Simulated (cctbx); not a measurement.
## Ca9B2C4I8 with cctbx, script by script

Library: cctbx 2025.11. The data are simulated by the first script.

## 1. Simulate the data

run.py:

```python
from cctbx import adptbx, crystal, miller, sgtbx, xray
from cctbx.array_family import flex
from iotbx.shelx import hklf
from scitbx import matrix
import scitbx.random

cs = crystal.symmetry(unit_cell=(12.748, 15.134, 13.201, 90, 90, 90), space_group_symbol='Hall: -C 2c 2')  # Cmcm
atoms = [  # label, site, U (iso, or U11 U22 U33 U12 U13 U23 in A^2), occupancy
    ("I1", (0.5, 0.0097, 0.25), (0.0058, 0.0075, 0.0047, 0.0000, 0.0000, 0.0000), 1),
    ("I2", (0.5, 0.7759, 0.1214), (0.0048, 0.0041, 0.0038, 0.0000, 0.0000, 0.0005), 1),
    ("I3", (0.6615, 0, 0), (0.0050, 0.0048, 0.0045, 0.0000, 0.0000, 0.0004), 1),
    ("I4", (0.8451, 0.037, 0.25), (0.0060, 0.0057, 0.0061, -0.0002, 0.0000, 0.0000), 1),
    ("I5", (0, 0, 0), (0.0062, 0.0059, 0.0045, 0.0000, 0.0000, 0.0003), 1),
    ("Ca1", (0.3172, 0.8792, 0.25), (0.0040, 0.0042, 0.0044, 0.0001, 0.0000, 0.0000), 1),
    ("Ca2", (0.5, 0.8408, 0.909), (0.0072, 0.0070, 0.0070, 0.0000, 0.0000, 0.0001), 1),
    ("Ca3", (0.5, 0.3819, 0.25), (0.0089, 0.0031, 0.0093, 0.0000, 0.0000, 0.0000), 1),
    ("Ca4", (0.1819, 0.8465, 0.9429), (0.0043, 0.0038, 0.0038, 0.0006, -0.0001, -0.0005), 1),
    ("C1", (0.6708, 0.2695, 0.1317), (0.0094, 0.0042, 0.0067, 0.0003, 0.0006, -0.0012), 1),
    ("B1", (0.6659, 0.2468, 0.25), (0.0080, 0.0125, 0.0117, -0.0008, 0.0000, 0.0000), 1),
]
xs = xray.structure(crystal_symmetry=cs)
for label, site, u, occ in atoms:
    u = adptbx.u_cif_as_u_star(cs.unit_cell(), u) if isinstance(u, tuple) else u
    xs.add_scatterer(xray.scatterer(label, site=site, u=u, occupancy=occ))
xs.set_inelastic_form_factors(0.71073, "sasaki")
xs.show_summary()
p1 = xs.expand_to_p1()
ms = miller.build_set(p1, anomalous_flag=True, d_min=0.65)
flex.set_random_seed(952367)
scitbx.random.set_random_seed(952367)
ms = ms.select(flex.random_double(ms.size()) < 0.8)
i = ms.structure_factors_from_scatterers(p1, algorithm="direct").f_calc().as_intensity_array().data()
i = i / flex.sqrt(1 + 0.1 * i / flex.max(i))  # extinction
i = i * 20000 / flex.max(i)
sig = flex.sqrt(i + flex.pow2(0.015 * i) + 8 ** 2)
noise = scitbx.random.variate(scitbx.random.normal_distribution())(i.size())
data = ms.array(data=i + sig * noise, sigmas=sig).set_observation_type_xray_intensity()
with open("data.hkl", "w") as f:
    data.export_as_shelx_hklf(f)
print("reflections written:", data.size(), " <I/sigma> = %.1f" % flex.mean(data.data() / data.sigmas()))
for h, a, b in list(data.sort("data"))[:12]:
    print("%4d%4d%4d %9.1f %7.1f" % (h + (a, b)))
```

```console
$ python run.py
```

```text
Number of scatterers: 11
At special positions: 9
Unit cell: (12.748, 15.134, 13.201, 90, 90, 90)
Space group: C m c m (No. 63)
reflections written: 31185  <I/sigma> = 5.0
  -6   0   0   20409.4   331.8
   0  -2  -4   14337.6   242.3
   0   2  -4   14329.9   242.3
   0  -2   4   14281.3   242.3
   3   3  -2   12006.8   206.5
   3  -3   2   11949.7   206.5
   3   3   2   11949.6   206.5
   3  -3  -2   11910.0   206.5
  -3  -3  -2   11657.1   206.5
  -3   3   2   11572.8   206.5
  -3  -3   2   11529.9   206.5
  -3   3  -2   11486.8   206.5
```

It took 0.76 s on 1 thread of Arm Neoverse N1 (shared host), peak memory 0.08 GiB.

## 2. Symmetry

run.py:

```python
from cctbx import crystal, sgtbx, statistics
from cctbx.array_family import flex
from iotbx.shelx import hklf

p1 = crystal.symmetry(unit_cell=(12.748, 15.134, 13.201, 90, 90, 90), space_group_symbol="P 1")
raw = hklf.reader(file_name="data.hkl").as_miller_arrays(crystal_symmetry=p1, anomalous=True)[0]
print(raw.size(), "reflections to d = %.3f A" % raw.d_min())
isig = raw.data() / raw.sigmas()
print("centring   violations  <I/sigma> of those")
best = "P"
for c in "ABCIRF":
    a = raw.customized_copy(space_group_info=sgtbx.space_group_info("Hall: %s 1" % c)).sys_absent_flags().data()
    m = flex.mean(isig.select(a))
    print("%5s %10d of %5d %8.1f" % (c, (isig.select(a) > 4).count(True), a.count(True), m))
    if (isig.select(a) > 4).count(True) < 0.01 * a.count(True):
        best = c
raw = raw.select(~raw.customized_copy(space_group_info=sgtbx.space_group_info("Hall: %s 1" % best)).sys_absent_flags().data())
isig = raw.data() / raw.sigmas()
rows = []
for s in sgtbx.space_group_symbol_iterator():
    g = sgtbx.space_group(s)
    if g.conventional_centring_type_symbol() != best or not g.is_compatible_unit_cell(p1.unit_cell(), 1e-3, 0.02):
        continue
    rows.append((s, g))
print("Laue class    unique    Rint  (classes that these axes allow; Friedel mates merged)")
rint = {}
for s, g in rows:
    laue = g.build_derived_patterson_group()
    key = laue.type().hall_symbol()
    if key not in rint:
        m = raw.customized_copy(space_group_info=laue.info(), anomalous_flag=False).merge_equivalents()
        rint[key] = m.r_int()
        print("%-14s %6d %7.3f" % (laue.type().lookup_symbol(), m.array().size(), m.r_int()))
floor = min(rint.values())
good = [(s, g) for s, g in rows if rint[g.build_derived_patterson_group().type().hall_symbol()] < 2 * floor + 0.03]
top = max(g.build_derived_patterson_group().order_z() for s, g in good)
print("space group    extra absences  I>4sigma  <I/sigma>")
for s, g in good:
    laue = g.build_derived_patterson_group()
    if laue.order_z() != top:
        continue
    a = raw.customized_copy(space_group_info=g.info()).sys_absent_flags().data()
    a &= ~raw.customized_copy(space_group_info=laue.info()).sys_absent_flags().data()
    bad = (isig.select(a) > 4).count(True)
    if bad <= 0.03 * a.count(True):
        print("%-16s %8d %10d %9s  %s" % (s.universal_hermann_mauguin(), a.count(True), bad, "%.1f" % flex.mean(isig.select(a)) if a.count(True) else "-", "centric" if g.is_centric() else "acentric"))
laue = max(good, key=lambda t: t[1].build_derived_patterson_group().order_z())[1].build_derived_patterson_group()
f = raw.customized_copy(space_group_info=laue.info(), anomalous_flag=False).merge_equivalents().array().eliminate_sys_absent().f_sq_as_f()
f.set_observation_type_xray_amplitude()
bins = max(3, min(8, f.size() // 12))
f.setup_binner(n_bins=bins)
w = statistics.wilson_plot(f, {e: n / laue.order_z() for e, n in {'I': 32.0, 'Ca': 36.0, 'C': 16.0, 'B': 8.0}.items()}, e_statistics=True)
print("Wilson B = %.2f A^2   <|E^2-1|> = %.3f (0.968 centric, 0.736 acentric)   E^2>4: %.1f %%" % (w.wilson_b, w.mean_e_sq_minus_1, w.percent_e_sq_gt_2))
print("shell (A)         n   <I/sigma>")
m = raw.customized_copy(space_group_info=laue.info(), anomalous_flag=False).merge_equivalents().array().eliminate_sys_absent()
for b in m.setup_binner(n_bins=bins).range_used():
    sel = m.binner().selection(b)
    print("%5.2f - %4.2f %6d %8.1f" % (min(m.binner().bin_d_range(b)[0] if m.binner().bin_d_range(b)[0] > 0 else 99, 99), m.binner().bin_d_range(b)[1], sel.count(True), flex.mean((m.data() / m.sigmas()).select(sel))))
```

```console
$ python run.py
```

```text
31185 reflections to d = 0.650 A
centring   violations  <I/sigma> of those
    A       5089 of 15711      5.0
    B       5088 of 15600      5.0
    C          1 of 15535     -0.0
    I       4734 of 15590      4.0
    R       6805 of 20803      5.0
    F       5089 of 23423      3.3
Laue class    unique    Rint  (classes that these axes allow; Friedel mates merged)
C 1 2/m 1        5009   0.039
C 2/m 1 1        5037   0.039
C m m m          2704   0.043
space group    extra absences  I>4sigma  <I/sigma>
C 2 2 21               17          0       0.3  acentric
C 2 2 2                 0          0         -  acentric
C m m 2                 0          0         -  acentric
C m c 21              247          0       0.0  acentric
C 2 m m                 0          0         -  acentric
C m 2 m                 0          0         -  acentric
C 2 c m               247          0       0.0  acentric
C m c m               247          0       0.0  centric
C m m m                 0          0         -  centric
Wilson B = 0.48 A^2   <|E^2-1|> = 0.936 (0.968 centric, 0.736 acentric)   E^2>4: 4.3 %
shell (A)         n   <I/sigma>
13.20 - 1.30    376     31.0
 1.30 - 1.03    341     25.7
 1.03 - 0.90    332     25.3
 0.90 - 0.82    336     21.8
 0.82 - 0.76    325     19.7
 0.76 - 0.72    331     18.8
 0.72 - 0.68    333     17.9
 0.68 - 0.65    330     15.1
```

Time: 0.51 s.

## 3. Charge flipping

run.py:

```python
import itertools
from cctbx import crystal, maptbx
from cctbx.array_family import flex
from iotbx.shelx import hklf
from smtbx.ab_initio import charge_flipping as cf

cs = crystal.symmetry(unit_cell=(12.748, 15.134, 13.201, 90, 90, 90), space_group_symbol='Hall: -C 2c 2')  # Cmcm
raw = hklf.reader(file_name="data.hkl").as_miller_arrays(crystal_symmetry=cs, anomalous=True)[0]
merged = raw.eliminate_sys_absent().merge_equivalents()
fo2 = merged.array().set_observation_type_xray_intensity()
f = fo2.average_bijvoet_mates().f_sq_as_f().resolution_filter(d_min=0.8)
p1 = f.expand_to_p1()
work = p1
flex.set_random_seed(11322)
it = cf.weak_reflection_improved_iterator(delta=None, weak_reflection_fraction=0.1)
it.start(work, phases=flex.random_double(p1.size()) * 6.2832, f_000=0)
it.delta = 0.9 * it.rho_map.sigma()
print("cycle      R  skewness")
for n, st in enumerate(itertools.islice(it, 100)):
    if n % 8 == 0:
        print("%5d %6.3f %8.2f" % (n, st.r1_factor(), st.rho_map.skewness()))
rho = p1.phase_transfer(it.f_calc).fft_map().apply_volume_scaling()
polish = cf.low_density_elimination_iterator(constant_rho_c=rho.sigma())
polish.start(f_obs=p1, phases=it.f_calc, f_000=0)
for _ in range(8):
    next(polish)
print("origin shift          correlation  skewness")
maps = []
for fc, shift, cc in itertools.islice(cf.f_calc_symmetrisations(f, polish.f_calc, 0), 4):
    m = f.phase_transfer(fc).fft_map(symmetry_flags=maptbx.use_space_group_symmetry, resolution_factor=0.25).apply_sigma_scaling()
    maps.append((m.skewness(), cc, m))
    print("%6.3f %6.3f %6.3f %10.3f %9.2f" % (tuple(shift) + (cc, m.skewness())))
skew, cc, m = max((t for t in maps if t[1] > maps[0][1] - 0.04), key=lambda t: t[0])
print("taken: symmetry correlation %.3f, skewness %.2f" % (cc, skew))
peaks = m.peak_search(parameters=maptbx.peak_search_parameters(min_distance_sym_equiv=0.9, max_clusters=16)).all()
sps = cs.special_position_settings(min_distance_sym_equiv=0.5)
print("peak      x       y       z  mult  height/sigma")
for k, (x, h) in enumerate(zip(peaks.sites(), peaks.heights())):
    ss = sps.site_symmetry(x)
    print("Q%-3d %7.4f %7.4f %7.4f %4d %8.1f" % ((k + 1,) + tuple(t % 1 for t in ss.exact_site()) + (ss.multiplicity(), h)))
```

```console
$ python run.py
```

```text
cycle      R  skewness
    0  0.633     0.43
    8  0.447     1.72
   16  0.450     2.04
   24  0.457     2.42
   32  0.457     2.82
   40  0.469     3.10
   48  0.461     3.43
   56  0.461     3.62
   64  0.464     3.94
   72  0.453     4.23
   80  0.445     4.61
   88  0.443     5.51
   96  0.444     6.63
origin shift          correlation  skewness
 0.473  0.123  0.142      0.892      4.43
 0.140  0.123  0.142      0.890      4.06
 0.306  0.122  0.142      0.886      3.93
 0.473  0.123  0.391      0.894      4.31
taken: symmetry correlation 0.892, skewness 4.43
peak      x       y       z  mult  height/sigma
Q1    0.0000  0.0067  0.2500    4     20.0
Q2    0.1616  0.4988  0.2500    8     19.7
Q3    0.0000  0.5000  0.0000    4     12.9
Q4    0.1587  0.0379  0.9975   16     11.5
Q5    0.0000  0.2747  0.6346    8      9.8
Q6    0.0000  0.2649  0.1254    8      6.3
Q7    0.0000  0.3325  0.6657    8      4.9
Q8    0.0000  0.3517  0.2500    4      4.4
Q9    0.1795  0.1540  0.7028   16      3.8
Q10   0.1757  0.1522  0.1798   16      3.6
Q11   0.1673  0.2268  0.1343   16      3.3
Q12   0.1612  0.0366  0.7500    8      3.0
Q13   0.0000  0.1050  0.5254    8      2.9
Q14   0.0000  0.1983  0.1214    8      2.9
Q15   0.1099  0.2779  0.1508   16      2.9
Q16   0.1689  0.3602  0.0736   16      2.8
```

Time: 1 s.

## 4. Refinement (model from the peaks)

run.py:

```python
import math
from cctbx import adptbx, crystal, maptbx, sgtbx, xray
from cctbx.array_family import flex
from cctbx.xray import observations
from iotbx.shelx import hklf
from scitbx.lstbx import normal_eqns_solving
from smtbx import absolute_structure, utils
from smtbx.refinement import constraints, least_squares

cs = crystal.symmetry(unit_cell=(12.748, 15.134, 13.201, 90, 90, 90), space_group_symbol='Hall: -C 2c 2')  # Cmcm
atoms = [  # label, site, U (iso, or U11 U22 U33 U12 U13 U23 in A^2), occupancy
    ("I1", (0, 0.0067, 0.25), 0.0200, 1),
    ("I2", (0.1616, 0.4988, 0.25), 0.0200, 1),
    ("I3", (0, 0.5, 0), 0.0200, 1),
    ("I4", (0.1587, 0.0379, 0.9975), 0.0200, 1),
    ("Ca1", (0, 0.2747, 0.6346), 0.0200, 1),
    ("Ca2", (0, 0.2649, 0.1254), 0.0200, 1),
    ("Ca3", (0, 0.3517, 0.25), 0.0200, 1),
    ("Ca4", (0.1795, 0.154, 0.7028), 0.0200, 1),
    ("C1", (0.1757, 0.1522, 0.1798), 0.0200, 1),
    ("B1", (0.1612, 0.0366, 0.75), 0.0200, 1),
]
xs = xray.structure(crystal_symmetry=cs)
for label, site, u, occ in atoms:
    u = adptbx.u_cif_as_u_star(cs.unit_cell(), u) if isinstance(u, tuple) else u
    xs.add_scatterer(xray.scatterer(label, site=site, u=u, occupancy=occ))
xs.set_inelastic_form_factors(0.71073, "sasaki")
raw = hklf.reader(file_name="data.hkl").as_miller_arrays(crystal_symmetry=cs, anomalous=True)[0]
merged = raw.eliminate_sys_absent().merge_equivalents()
fo2 = merged.array().set_observation_type_xray_intensity()
print("Rint %.3f, %d unique reflections to %.2f A" % (merged.r_int(), fo2.size(), fo2.d_min()))
for sc in xs.scatterers():
    sc.flags.set_grad_site(True)
    sc.flags.set_grad_u_aniso(sc.flags.use_u_aniso())
    sc.flags.set_grad_u_iso(sc.flags.use_u_iso())
obs = fo2.as_xray_observations()
extra = {}
rep = constraints.reparametrisation(xs, [], utils.connectivity_table(xs), **extra)
ls = least_squares.crystallographic_ls(obs, rep, weighting_scheme=least_squares.mainstream_shelx_weighting(a=0, b=0))
print("cycle     R1     wR2    GooF  max shift (A)")
for cycle in range(6):
    ls.build_up()
    r1, wr2, goof = ls.r1_factor(cutoff_factor=2)[0], ls.wR2(), ls.goof()
    old = xs.sites_cart()
    normal_eqns_solving.levenberg_marquardt_iterations(ls, n_max_iterations=3, tau=0.0001, step_threshold=1e-7)
    big = flex.max((xs.sites_cart() - old).norms())
    print("%4d %7.4f %7.4f %7.3f %9.5f" % (cycle + 1, r1, wr2, goof, big))
    ls.build_up(objective_only=True)
    if abs(ls.wR2() - wr2) < 5e-5 and big < 5e-4:
        break
ls.build_up()
print("final R1 %.4f wR2 %.4f GooF %.3f  parameters %d  data/parameter %.1f" % (ls.r1_factor(cutoff_factor=2)[0], ls.wR2(), ls.goof(), ls.n_parameters, fo2.size() / ls.n_parameters))
cov = ls.covariance_matrix_and_annotations()
su = dict(zip(cov.annotations, (math.sqrt(max(v, 0)) for v in cov.matrix.matrix_packed_u_diagonal())))
a2 = cs.unit_cell().reciprocal_parameters()[0] ** -2
print("atom        x        y        z      Ueq    occ   su(xyz)  su(Uiso or U11)")
for sc in xs.scatterers():
    s = max(su.get(sc.label + k, 0) for k in (".x", ".y", ".z"))
    npd = "" if sc.is_positive_definite_u(cs.unit_cell()) else "  NPD"
    print("%-5s %8.5f %8.5f %8.5f %8.4f %6.3f %8.5f %7.4f%s" % ((sc.label,) + sc.site + (sc.u_iso_or_equiv(cs.unit_cell()), sc.occupancy, s, su.get(sc.label + ".uiso", su.get(sc.label + ".u11", 0) * a2), npd)))
fo = fo2.f_sq_as_f()
fc = fo.structure_factors_from_scatterers(xs, algorithm="direct").f_calc()
diff = fo.f_obs_minus_f_calc(1 / math.sqrt(ls.scale_factor()), fc).average_bijvoet_mates()
m = diff.fft_map(symmetry_flags=maptbx.use_space_group_symmetry, resolution_factor=0.25).apply_volume_scaling()
print("difference map: max %.2f min %.2f rms %.2f" % (m.statistics().max(), m.statistics().min(), m.statistics().sigma()))
peaks = m.peak_search(parameters=maptbx.peak_search_parameters(min_distance_sym_equiv=0.6, max_clusters=6)).all()
near = xs.closest_distances(peaks.sites(), distance_cutoff=4)
sps = cs.special_position_settings(min_distance_sym_equiv=0.5)
for k, (x, h) in enumerate(zip(peaks.sites(), peaks.heights())):
    ss = sps.site_symmetry(x)
    print("Q%-3d %7.4f %7.4f %7.4f %4d %7.2f  %.2f A from %s" % ((k + 1,) + tuple(t % 1 for t in ss.exact_site()) + (ss.multiplicity(), h, near.smallest_distances[k], xs.scatterers()[near.i_seqs[k]].label)))
```

```console
$ python run.py
```

```text
Rint 0.043, 2621 unique reflections to 0.65 A
cycle     R1     wR2    GooF  max shift (A)
   1  0.5745  0.8176  25.890   0.34054
   2  0.5004  0.7741  24.512   0.09251
   3  0.4989  0.7725  24.460   0.12368
   4  0.4975  0.7709  24.411   0.10404
   5  0.4966  0.7697  24.373   0.12521
   6  0.4958  0.7686  24.338   0.20504
final R1 0.4951 wR2 0.7677 GooF 24.309  parameters 29  data/parameter 90.4
atom        x        y        z      Ueq    occ   su(xyz)  su(Uiso or U11)
I1     0.00000  0.00394  0.25000   0.0054  1.000  0.00112  0.0019
I2     0.16106  0.49902  0.25000   0.0051  1.000  0.00082  0.0013
I3     0.00000  0.50000  0.00000   0.0020  1.000  0.00000  0.0017
I4     0.15575  0.03694  0.98889   0.0115  1.000  0.00054  0.0013
Ca1    0.00000  0.27303  0.63496   0.0272  1.000  0.00403  0.0084
Ca2    0.00000  0.27413  0.12353   0.0288  1.000  0.00404  0.0091
Ca3    0.00000  0.33750  0.25000   0.0354  1.000  0.00488  0.0142
Ca4    0.18208  0.15441  0.70315   0.0020  1.000  0.00145  0.0028
C1     0.17670  0.15722  0.18414   0.0231  1.000  0.01211  0.0264
B1     0.10606  0.01592  0.75000   0.0512  1.000  0.02783  0.0935
difference map: max 173.70 min -88.30 rms 8.04
Q1    0.0000  0.2773  0.6392    8  185.73  0.09 A from Ca1
Q2    0.0000  0.2741  0.1171    8  147.41  0.08 A from Ca2
Q3    0.0000  0.0047  0.2500    4  133.03  0.01 A from I1
Q4    0.1625  0.4981  0.2500    8  126.98  0.02 A from I2
Q5    0.0000  0.4785  0.0118    8   72.67  0.36 A from I3
Q6    0.0000  0.3378  0.1658    8   63.88  1.11 A from Ca3
```

Time: 0.9 s.

Figures of merit this high mean that the model is still wrong or incomplete.

## 5. Charge flipping

run.py, as its changes from the last script of this kind:

```diff
@@ -13,2 +13,3 @@
-work = p1
-flex.set_random_seed(11322)
+p1.setup_binner_counting_sorted(reflections_per_bin=max(40, p1.size() // 12))
+work = p1.array(data=p1.data() / p1.amplitude_quasi_normalisations().data())
+flex.set_random_seed(11323)
@@ -19,2 +20,2 @@
-for n, st in enumerate(itertools.islice(it, 100)):
-    if n % 8 == 0:
+for n, st in enumerate(itertools.islice(it, 200)):
+    if n % 16 == 0:
```

```console
$ python run.py
```

```text
cycle      R  skewness
    0  0.630     0.22
   16  0.436     1.34
   32  0.436     1.54
   48  0.444     1.70
   64  0.443     1.80
   80  0.439     1.85
   96  0.444     1.88
  112  0.440     1.94
  128  0.446     1.97
  144  0.451     2.06
  160  0.447     2.13
  176  0.449     2.16
  192  0.448     2.15
origin shift          correlation  skewness
-0.010  0.231  0.309      0.839      2.07
 0.323  0.231  0.309      0.840      1.99
 0.156  0.231  0.309      0.840      2.04
-0.009  0.241  0.061      0.826      2.01
taken: symmetry correlation 0.839, skewness 2.07
peak      x       y       z  mult  height/sigma
Q1    0.1635  0.4986  0.2500    8     11.9
Q2    0.0000  0.0206  0.2500    4     11.6
Q3    0.0000  0.5000  0.0000    4     10.2
Q4    0.1676  0.0000  0.0000    8      9.8
Q5    0.0000  0.3429  0.5604    8      6.1
Q6    0.2423  0.2153  0.1225   16      5.7
Q7    0.0000  0.3739  0.2070    8      5.6
Q8    0.0000  0.2824  0.1200    8      5.1
Q9    0.0000  0.1625  0.5461    8      4.4
Q10   0.0000  0.0692  0.1838    8      4.2
Q11   0.1868  0.2029  0.6227   16      4.2
Q12   0.0000  0.2933  0.6981    8      3.9
Q13   0.1407  0.0511  0.2500    8      3.6
Q14   0.1518  0.3833  0.5698   16      3.5
Q15   0.1646  0.3199  0.0549   16      3.5
Q16   0.0702  0.0936  0.2500    8      3.4
```

Time: 1.3 s.

[Logs are printed without paths, hosts, clocks, repeated set-up lines and the standing remarks that a program may print on its own settings, such as how far it seeks lower states.]
